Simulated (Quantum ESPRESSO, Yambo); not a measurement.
Planning a run of Quantum ESPRESSO 7.5 on NbInO4 (P2/c). The input:

```
&control
  calculation = 'scf'
  prefix = 'x'
  outdir = 'o'
  pseudo_dir = 'pseudo'
  tprnfor = .true.
  tstress = .true.
/
&system
  ibrav = 0
  nat = 12
  ntyp = 3
  ecutwfc = 80.0
  nbnd = 68
  force_symmorphic = .true.
/
&electrons
  conv_thr = 1e-10
  electron_maxstep = 80
  mixing_beta = 0.5
/
ATOMIC_SPECIES
  Nb 92.906 Nb.upf
  In 114.82 In.upf
  O 15.999 O.upf
CELL_PARAMETERS angstrom
  4.7871450000 -0.0000000000 -0.0000000000
  -0.0000000000 5.7131910000 0.0000000000
  -0.1004300805 0.0000000000 5.0915696158
ATOMIC_POSITIONS crystal
  Nb 0.0000000000 0.1747437822 0.2500000000
  Nb 0.0000000000 0.8252562178 0.7500000000
  In 0.5000000000 0.6787797421 0.2500000000
  In 0.5000000000 0.3212202579 0.7500000000
  O 0.2611183778 0.6211746237 0.9008055843
  O 0.7388816566 0.6211746237 0.5991944291
  O 0.7388816566 0.3788253763 0.0991944291
  O 0.2611183778 0.3788253763 0.4008055843
  O 0.2127900770 0.8958676640 0.4360458970
  O 0.7872099575 0.8958676640 0.0639541164
  O 0.7872099575 0.1041323360 0.5639541164
  O 0.2127900770 0.1041323360 0.9360458970
K_POINTS automatic
  4 4 4 0 0 0
```

```sh
OMP_NUM_THREADS=1 mpirun -n 8 pw.x -nk 8 -in pw.in > pw.out
```

How long will it take on 8 MPI ranks of Arm Neoverse V2, shared host, and how much memory?

It took 1.8 min; on shared hardware allow 53 s to 3.5 min. Peak host memory was 1.8 GiB.

[Paths, hosts, dates, memory and timing lines, banners, echoed tables and standing remarks are left out of the program output.]

[Logs are printed without paths, hosts, clocks, repeated set-up lines and the standing remarks that a program may print on its own settings, such as how far it seeks lower states.]

[Runs of the session that timed out or met a known fault of the program may be left out.]

[Hosts, paths, dates, database ids (printed as entryN), source tags and the programs' standing remarks are cut or masked in the printed files.]
